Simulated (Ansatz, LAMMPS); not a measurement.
# Structural relaxation of glassy 62SiO2-19Al2O3-19CaO (mol %) (118 atoms)

Aim: bring glassy 62SiO2-19Al2O3-19CaO (mol %) (118 atoms) to a nearby minimum of the energy and see what moves.

Method: Kohn-Sham DFT, PBEsol, PAW (set soft_2), plane waves, in Ansatz 0.2.0.

Report form: the programs' logs are mostly left out.

### 1. Set-up

The cell holds 118 atoms: 23 Si, 14 Al, 7 Ca and 74 O. Its edges and angles: a = 11.477 Å, b = 11.477 Å, c = 11.477 Å, α = 90.0°, β = 90.0°, γ = 90.0°. 118 atoms (23 Si, 14 Al, 7 Ca, 74 O) placed at random at 2.57 g/cm³, melted at 4000 K for 10 ps at fixed volume with the Morse and Coulomb pair potential with partial charges (Pedone, Malavasi, Menziani, Cormack and Segre, J. Phys. Chem. B 110, 11780 (2006)). Quenched from 4000 K to 300 K at 50 K/ps and fixed volume, held 10 ps at zero pressure, then minimised at fixed cell.

Before any run, some limits are plain. The quench rate of 50 K/ps is many orders above laboratory rates, so the cell is likely richer in defects and strain than a real sample. The starting topology of bonds comes from the classical model. Sampling is at Γ alone, for a cell whose shortest periodic width is 11 Å.

### 2. The classical run that made the cell

A classical potential makes the cell, at a small fraction of what the same run would cost in DFT.

This step: classical MD, Morse and Coulomb pair potential with partial charges (Pedone, Malavasi, Menziani, Cormack and Segre, J. Phys. Chem. B 110, 11780 (2006)) (LAMMPS 22 Jul 2025 - Update 4).

File in.lmp:

```
# melt-quench of Si23Al14Ca7O74
units metal
atom_style charge
boundary p p p
region box block 0 11.7117 0 11.7117 0 11.7117
create_box 4 box
mass 1 28.0850   # Si
mass 2 26.9815   # Al
mass 3 40.0780   # Ca
mass 4 15.9990   # O
create_atoms 1 random 23 883547 NULL overlap 1.5 maxtry 2000
create_atoms 2 random 14 883554 NULL overlap 1.5 maxtry 2000
create_atoms 3 random 7 883561 NULL overlap 1.5 maxtry 2000
create_atoms 4 random 74 883568 NULL overlap 1.5 maxtry 2000
pair_style hybrid/overlay pedone 5.5 coul/long 8.0
pair_coeff * * coul/long
pair_coeff 1 4 pedone 0.340554 2.006700 2.100000 1   # Si-O
pair_coeff 2 4 pedone 0.361581 1.900442 2.164818 0.9   # Al-O
pair_coeff 3 4 pedone 0.030211 2.241334 2.923245 5   # Ca-O
pair_coeff 4 4 pedone 0.042395 1.379316 3.618701 22   # O-O
set type 1 charge 2.4
set type 2 charge 1.8
set type 3 charge 1.2
set type 4 charge -1.2
kspace_style pppm 1.0e-4
neigh_modify delay 0 every 1 check yes
thermo_style custom step time temp pe press density
thermo_modify norm yes
timestep 0.002
thermo 100
min_style cg
minimize 1e-4 1e-4 200 2000
reset_timestep 0
velocity all create 4000 883548 mom yes dist gaussian
# [... 14 lines left out ...]
thermo 1666
fix md all npt temp 300 300 0.2 iso 0 0 2
run 5000 post no
unfix md
thermo 100
min_style cg
minimize 0 1e-3 2000 20000
write_dump all custom glass.dump id type xs ys zs modify sort id
```

Started as:

```bash
lmp -in in.lmp -log none -nocite
```

Wall time 39 s (1 thread of Arm Neoverse N1, shared host); peak memory 0.072 GiB.

### 3. Single point at the start

The forces at the start show how far the geometry lies from a minimum of this functional.

File input.yaml:

```yaml
crystal:
  lattice:
    - [11.47697, 0.0, 0.0]
    - [0.0, 11.47697, 0.0]
    - [0.0, 0.0, 11.47697]
  atoms:
    - { symbol: Si, position: [0.01069, 0.49618, 0.59749] }
    - { symbol: Si, position: [0.5852, 0.96424, 0.2991] }
    - { symbol: Si, position: [0.38934, 0.53535, 0.41265] }
    - { symbol: Si, position: [0.29028, 0.31387, 0.5276] }
    - { symbol: Si, position: [0.49735, 0.08864, 0.91344] }
    - { symbol: Si, position: [0.49934, 0.1698, 0.43813] }
    - { symbol: Si, position: [0.15156, 0.62092, 0.39821] }
    - { symbol: Si, position: [0.44093, 0.82118, 0.5781] }
    - { symbol: Si, position: [0.22758, 0.9676, 0.5969] }
    - { symbol: Si, position: [0.85179, 0.22346, 0.85224] }
    - { symbol: Si, position: [0.94099, 0.97227, 0.88424] }
    - { symbol: Si, position: [0.1416, 0.18606, 0.17974] }
    - { symbol: Si, position: [0.41486, 0.40199, 0.76289] }
    - { symbol: Si, position: [0.09903, 0.5491, 0.00875] }
    - { symbol: Si, position: [0.97435, 0.79542, 0.29157] }
    - { symbol: Si, position: [0.66472, 0.31406, 0.2908] }
    - { symbol: Si, position: [0.02793, 0.43662, 0.23423] }
    - { symbol: Si, position: [0.67701, 0.36658, 0.68357] }
    - { symbol: Si, position: [0.594, 0.83516, 0.934] }
    - { symbol: Si, position: [0.65946, 0.27409, 0.02094] }
    - { symbol: Si, position: [0.40087, 0.67789, 0.80971] }
    - { symbol: Si, position: [0.68294, 0.53886, 0.01563] }
    - { symbol: Si, position: [0.7691, 0.87607, 0.72636] }
    - { symbol: Al, position: [0.11022, 0.14909, 0.43637] }
    - { symbol: Al, position: [0.09092, 0.93302, 0.08008] }
    - { symbol: Al, position: [0.89032, 0.31412, 0.41788] }
    - { symbol: Al, position: [0.28083, 0.74342, 0.05307] }
    - { symbol: Al, position: [0.77374, 0.57492, 0.27094] }
    - { symbol: Al, position: [0.64848, 0.74566, 0.41912] }
    - { symbol: Al, position: [0.77505, 0.62354, 0.62454] }
    - { symbol: Al, position: [0.54706, 0.73849, 0.17142] }
    - { symbol: Al, position: [0.60009, 0.04474, 0.65738] }
    - { symbol: Al, position: [0.29068, 0.17735, 0.78654] }
    - { symbol: Al, position: [0.28401, 0.3409, 0.99593] }
    - { symbol: Al, position: [0.08942, 0.35232, 0.82622] }
    - { symbol: Al, position: [0.42826, 0.54317, 0.13878] }
    - { symbol: Al, position: [0.63725, 0.48664, 0.46575] }
    - { symbol: Ca, position: [0.81535, 0.04186, 0.45853] }
    - { symbol: Ca, position: [0.26048, 0.92807, 0.86424] }
    - { symbol: Ca, position: [0.87506, 0.51138, 0.83641] }
    - { symbol: Ca, position: [0.0545, 0.73466, 0.75277] }
    - { symbol: Ca, position: [0.84704, 0.74627, 0.05279] }
    - { symbol: Ca, position: [0.85686, 0.05945, 0.1749] }
    - { symbol: Ca, position: [0.30862, 0.94345, 0.30626] }
    - { symbol: O, position: [0.68071, 0.36697, 0.54499] }
    - { symbol: O, position: [0.6673, 0.89736, 0.39556] }
    - { symbol: O, position: [0.39443, 0.7367, 0.68224] }
    - { symbol: O, position: [0.54493, 0.36594, 0.72988] }
    - { symbol: O, position: [0.68122, 0.45216, 0.32541] }
    - { symbol: O, position: [0.51088, 0.73753, 0.87362] }
    - { symbol: O, position: [0.06305, 0.07695, 0.1305] }
    - { symbol: O, position: [0.51657, 0.95382, 0.95298] }
    - { symbol: O, position: [0.06956, 0.44659, 0.71164] }
    - { symbol: O, position: [0.5491, 0.26932, 0.35316] }
    - { symbol: O, position: [0.7492, 0.76492, 0.65144] }
    - { symbol: O, position: [0.68891, 0.87354, 0.84011] }
    - { symbol: O, position: [0.55605, 0.1025, 0.78706] }
    - { symbol: O, position: [0.93091, 0.40439, 0.5342] }
    - { symbol: O, position: [0.56266, 0.56239, 0.0737] }
    - { symbol: O, position: [0.02076, 0.48612, 0.10531] }
    - { symbol: O, position: [0.1651, 0.26604, 0.51466] }
    - { symbol: O, position: [0.40248, 0.53804, 0.79474] }
    - { symbol: O, position: [0.77138, 0.24666, 0.34655] }
    - { symbol: O, position: [0.66711, 0.03643, 0.22196] }
    - { symbol: O, position: [0.92255, 0.91302, 0.33719] }
    - { symbol: O, position: [0.01993, 0.62195, 0.92042] }
    - { symbol: O, position: [0.28572, 0.0677, 0.68001] }
    - { symbol: O, position: [0.18476, 0.63339, 0.07177] }
    - { symbol: O, position: [0.77575, 0.21096, 0.9714] }
    - { symbol: O, position: [0.50401, 0.86765, 0.24382] }
    - { symbol: O, position: [0.9452, 0.32569, 0.87019] }
    - { symbol: O, position: [0.40382, 0.6994, 0.12171] }
    - { symbol: O, position: [0.38059, 0.21309, 0.49034] }
    - { symbol: O, position: [0.49806, 0.51789, 0.49769] }
    - { symbol: O, position: [0.19233, 0.13199, 0.29901] }
    - { symbol: O, position: [0.72282, 0.50211, 0.69947] }
    - { symbol: O, position: [0.96707, 0.18263, 0.42605] }
    - { symbol: O, position: [0.43675, 0.53333, 0.28516] }
    [... 34 atom lines left out ...]
    - { symbol: O, position: [0.73906, 0.62321, 0.92266] }
    - { symbol: O, position: [0.17174, 0.87782, 0.68434] }
    - { symbol: O, position: [0.0704, 0.94105, 0.9265] }
    - { symbol: O, position: [0.66309, 0.30112, 0.15525] }
    - { symbol: O, position: [0.92372, 0.60057, 0.65055] }
    - { symbol: O, position: [0.48877, 0.05142, 0.36119] }
kpoints:
  mp_grid: { grid: [1, 1, 1] }
hamiltonian:
  xc: pbesol
scf:
  occupations: { method: fixed }
output:
  forces: true
  stress: true
  populations: intrinsic
  dos:
    method: { smearing: { sigma: 0.08 } }
    de: 0.1
    projected: { site_lists: { Al: [Al], Ca: [Ca], O: [O], Si: [Si] } }
  eigenvalues: true
```

Started as:

```bash
ansatz run input.yaml --threads 4 --pin off --max-ram 8192MiB --backend cpu --events-out ev --progress --plain --runs-dir out
```

Wall time 56 s (4 threads of Arm Neoverse N1, shared host); peak memory 2.1 GiB; 3.6 min of CPU time.

The run gave:

- free energy: -75841.6709 eV
- free energy per atom: -642.7260 eV/atom
- SCF cycles: 10
- pressure: 4.917 GPa
- r.m.s. force component: 0.7917 eV/Å
- longest force: 3.369 eV/Å
- Fermi energy: 4.196 eV
- gap (highest filled to lowest empty level): 3.836 eV

The r.m.s. force component of 0.79 eV/Å and the pressure of 4.9 GPa set the starting point.

Neighbours are counted within 2.08 Å (O-Si), 2.19 Å (O-Al), 2.88 Å (O-Ca).

Length of the force by element and coordination:

```
element  coordination  atoms  mean length of the force (eV/Å)  spread  least   most
     Al           all     14                             1.04   0.422  0.419   1.71
     Ca           all      7                            0.703   0.150  0.481  0.963
     Ca             4      2                            0.694   0.138  0.556  0.832
     Ca             5      2                             0.68  0.0139  0.666  0.694
     Ca             6      2                            0.848   0.115  0.732  0.963
     Ca             7      1                            0.481       0  0.481  0.481
      O           all     74                             1.27   0.572  0.172   3.37
      O             2     40                             1.15   0.547  0.172   3.37
      O             3     31                             1.42   0.569   0.48   2.81
      O             4      3                             1.40   0.541  0.776   2.10
     Si           all     23                             1.49   0.501  0.658   2.77
```

### 4. Cell and atoms relaxed

Cell and atoms are freed together, to release stress as well as forces.

input.yaml, the sections that differ from step 3:

```yaml
output:
  forces: true
relax:
  f_tol: 0.05
  max_steps: 200
  cell: {}
# crystal, kpoints, hamiltonian, scf: as in step 3
```

Elapsed: 9.5 min, on 4 threads; peak memory 1.9 GiB.

The steps of the relaxation:

```
step  energy less that of the first step (eV)  largest force component (eV/Å)  pressure (GPa)  volume (Å³)
   1                                   0.0000                          2.5094            4.92      1511.76
   2                                  -2.8428                          1.6237            2.98      1518.06
   3                                  -4.4114                          0.6588           -0.40      1536.94
   4                                  -5.0626                          0.4881            0.29      1521.81
   5                                  -5.1914                          0.2818           -0.17      1526.04
   6                                  -5.2202                          0.3208            0.01      1529.34
   7                                  -5.3223                          0.1035           -0.04      1526.95
   8                                  -5.3232                          0.3900            0.13      1523.02
   9                                  -5.3494                          0.1006           -0.02      1526.02
  10                                  -5.3599                          0.0666            0.03      1524.51
  11                                  -5.3431                          0.1578            0.02      1524.16
  12                                  -5.3651                          0.0466            0.03      1524.19
 13*                                  -5.5359                          0.0462            0.17      1524.19
  14                                  -5.5305                          0.0996           -0.05      1528.67
  15                                  -5.5303                          0.1079           -0.02      1527.32
  16                                  -5.5401                          0.0638            0.00      1527.30
  17                                  -5.5347                          0.1194            0.00      1527.36
  18                                  -5.5410                          0.0300            0.01      1527.18
 19*                                  -5.5550                          0.0300            0.01      1527.18
```

Relaxation steps marked * repeat the geometry before them on a plane-wave basis chosen anew for their cell, so energy and pressure can jump there. Relaxation steps 8, 11, 15, 17 were tried and not accepted.

```
     cell as run  before   after  change
           a (Å)  11.477  11.839  +3.2 %
           b (Å)  11.477  11.127  -3.0 %
           c (Å)  11.477  11.598  +1.1 %
           α (°)   90.00   89.26  -0.8 %
           β (°)   90.00   90.97  +1.1 %
           γ (°)   90.00   88.78  -1.4 %
volume (Å³/atom)   12.81   12.94  +1.0 %
```

The atoms that moved most (Å, as changes of fractional coordinates times the final cell):

```
atom      dx      dy      dz  length
Ca39  -0.197   0.354  -0.119   0.423
 O64   0.284   0.162   0.251   0.413
 O93   0.194   0.360  -0.026   0.410
 O81  -0.289   0.073  -0.203   0.361
 O84   0.301  -0.065  -0.187   0.360
 O60  -0.128   0.313  -0.013   0.338
 O89   0.160   0.088  -0.268   0.324
 O57   0.253   0.161  -0.119   0.322
```

The relaxation changed the energy by -47.1 meV/atom, and atoms moved by 0.20 Å r.m.s., 0.42 Å at most.

### 5. Local order after relaxation

Bonds before and after, by the cutoffs listed below:

```
pair  bonds before  bonds after  mean before (Å)  mean after (Å)  spread before (Å)  spread after (Å)
O-Si            92           92            1.608           1.633              0.031             0.029
O-Al            58           59            1.779           1.794              0.125             0.090
O-Ca            41           43            2.524           2.481              0.223             0.224
```

Density 2.71 g/cm³, 12.94 Å³ an atom.

g(r), total and by pair (bins of 0.2 Å):

```
r (Å)  total   O-O   O-Si  O-Al  O-Ca  Si-Si  Si-Al
 1.50   0.39  0.00   1.58  0.00  0.00   0.00   0.00
 1.70   3.72  0.00  10.76  7.33  0.00   0.00   0.00
 1.90   0.46  0.00   0.00  3.11  0.00   0.00   0.00
 2.10   0.10  0.00   0.00  0.29  0.74   0.00   0.00
 2.30   0.32  0.08   0.00  0.12  3.71   0.00   0.00
 2.50   0.65  1.19   0.00  0.00  2.46   0.00   0.00
 2.70   1.75  4.16   0.00  0.24  0.65   0.00   0.49
 2.90   1.03  1.75   0.21  0.21  0.71   1.87   2.21
 3.10   1.00  0.83   0.36  0.55  0.60   3.11   3.71
 3.30   0.78  0.67   0.72  0.44  0.52   1.08   1.77
 3.50   0.96  0.66   1.35  1.45  0.86   0.00   0.16
 3.70   0.82  0.50   1.07  1.25  0.52   0.17   0.14
 3.90   0.97  0.69   1.50  1.16  1.00   0.74   0.38
 4.10   1.19  0.75   2.06  1.48  1.11   0.96   0.77
 4.30   1.22  0.68   1.71  2.04  1.01   1.35   1.24
 4.50   1.00  0.99   0.85  1.31  1.09   1.03   0.83
 4.70   1.09  1.33   0.73  0.70  1.91   1.77   1.11
 4.90   0.96  1.17   0.68  0.57  1.36   1.33   1.57
 5.10   1.04  1.60   0.58  0.49  0.91   1.16   1.32
 5.30   1.07  1.29   0.89  0.90  0.62   0.73   1.61
 5.50   0.93  0.95   0.97  0.85  0.89   0.91   0.93
```

Bonds by pair of elements; cutoffs follow the first minimum of g(r), held within bounds set by covalent radii, and pairs that aren't listed don't count as bonded:

```
pair A-B  cutoff (Å)  bonds  mean length (Å)  spread (Å)  shortest (Å)  B about A  A about B
    O-Si        2.08     92             1.63       0.029          1.58       1.24          4
    O-Al        2.43     59             1.79        0.09          1.66      0.797       4.21
    O-Ca        3.08     43             2.48       0.224          2.16      0.581       6.14
```

How many atoms have how many bonded neighbours:

```
element  mean   2   3   4  5  7  8
     Al  4.21   0   0  11  3  0  0
     Ca  6.14   0   0   1  2  3  1
      O  2.62  31  40   3  0  0  0
     Si     4   0   0  23  0  0  0
```

Bond angles, per cent of each kind in bins of 5°:

```
angle (°)  O-Si-O  O-Ca-O  O-Al-O  Ca-O-Si  Al-O-Si
    50–55     0.0     0.9     0.0      0.0      0.0
    55–60     0.0     5.1     0.0      0.0      0.0
    60–65     0.0     7.7     0.0      0.0      0.0
    65–70     0.0     6.0     0.0      0.0      0.0
    70–75     0.0     3.4     1.0      0.0      0.0
    75–80     0.0     6.0     1.0      0.0      0.0
    80–85     0.0     9.4     4.2      4.4      0.0
    85–90     0.7     6.0     4.2      2.2      0.0
    90–95     0.7     5.1     8.3     11.1      2.3
   95–100     1.5     5.1     8.3     13.3      0.0
  100–105    17.4     4.3    16.7      6.7      2.3
  105–110    33.3     4.3    15.6      0.0      2.3
  110–115    35.5     5.1    16.7     13.3      9.3
  115–120     8.0     4.3     7.3      8.9      7.0
  120–125     2.2     4.3     4.2     11.1     11.6
  125–130     0.7     4.3     5.2     11.1     16.3
  130–135     0.0     2.6     3.1      8.9     18.6
  135–140     0.0     4.3     0.0      2.2      4.7
  140–145     0.0     2.6     0.0      2.2      4.7
  145–150     0.0     0.9     0.0      0.0      4.7
  150–155     0.0     0.9     0.0      4.4      7.0
  155–160     0.0     2.6     1.0      0.0      4.7
  160–165     0.0     2.6     0.0      0.0      2.3
  165–170     0.0     0.9     2.1      0.0      0.0
  170–175     0.0     0.9     1.0      0.0      2.3
  175–180     0.0     0.9     0.0      0.0      0.0
```

Bond angles (no mean is given where the spread exceeds 20°):

```
  angle  count  mean (°)  spread (°)
 O-Si-O    138       109         5.3
 O-Ca-O    117         -           -
 O-Al-O     96       109        17.1
Ca-O-Si     45       114        17.7
Al-O-Si     43       131        16.6
```

Oxygen atoms by the number of network formers (Si, P, Ge, B, Al, As, Ga) bound to them:

```
network formers bound to O  O atoms  per cent
                         0        0         0
                         1        6       8.1
                         2       59      79.7
                         3        9      12.2
```

Network units: each former by its oxygen neighbours and how many of them bridge to another former:

```
former  O neighbours  bridging O  atoms
    Si             4           3      6
    Si             4           4     17
    Al             4           4     11
    Al             5           5      3
```

Bond length by coordination (bonds to H left out):

```
element  coordination  atoms  mean bond length (Å)
     Al             4     11                  1.77
     Al             5      3                  1.87
     Ca             4      1                  2.32
     Ca             5      2                  2.46
     Ca             7      3                  2.49
     Ca             8      1                  2.57
      O             2     31                  1.65
      O             3     40                  1.95
      O             4      3                  2.21
```

Rings of the network by King's shortest-path rule, up to 12 atoms, one path for each pair of neighbours; H, halogens, alkali and alkaline-earth atoms are left out, and the last column divides by all other atoms, bonded or not:

```
ring size (atoms)  rings  per network atom
                4      2             0.018
                6      6             0.054
                8     11             0.099
               10     26             0.234
               12     37             0.333
```

For some of the pairs, g(r) has its first main peak near 2.7 Å (O-O), 1.6 Å (O-Si), 1.8 Å (O-Al), 2.4 Å (O-Ca), 3.1 Å (Si-Si) and 3.1 Å (Si-Al). Counting bonds as in the table, 79 % of Al atoms have 4, 43 % of Ca atoms have 7, 54 % of O atoms have 3 and all Si atoms have 4 bonded neighbours. The O-Si-O angle averages 109° with a spread of 5°. 80 % of the oxygens bridge two formers (Si and Al) and 8 % are non-bridging; 12 % join three. The commonest Si unit has 4 oxygens, 4 of them shared with other formers (17 of 23 atoms). Rings of 12 atoms are the most common (45 % of those counted); sizes run from 4 to 12, where the search stops.

(Continued in part 2 of 2.)

[Logs are printed without paths, hosts, clocks, repeated set-up lines and the standing remarks that a program may print on its own settings, such as how far it seeks lower states.]

[Hosts, paths, dates, database ids (printed as entryN), source tags and the programs' standing remarks are cut or masked in the printed files.]
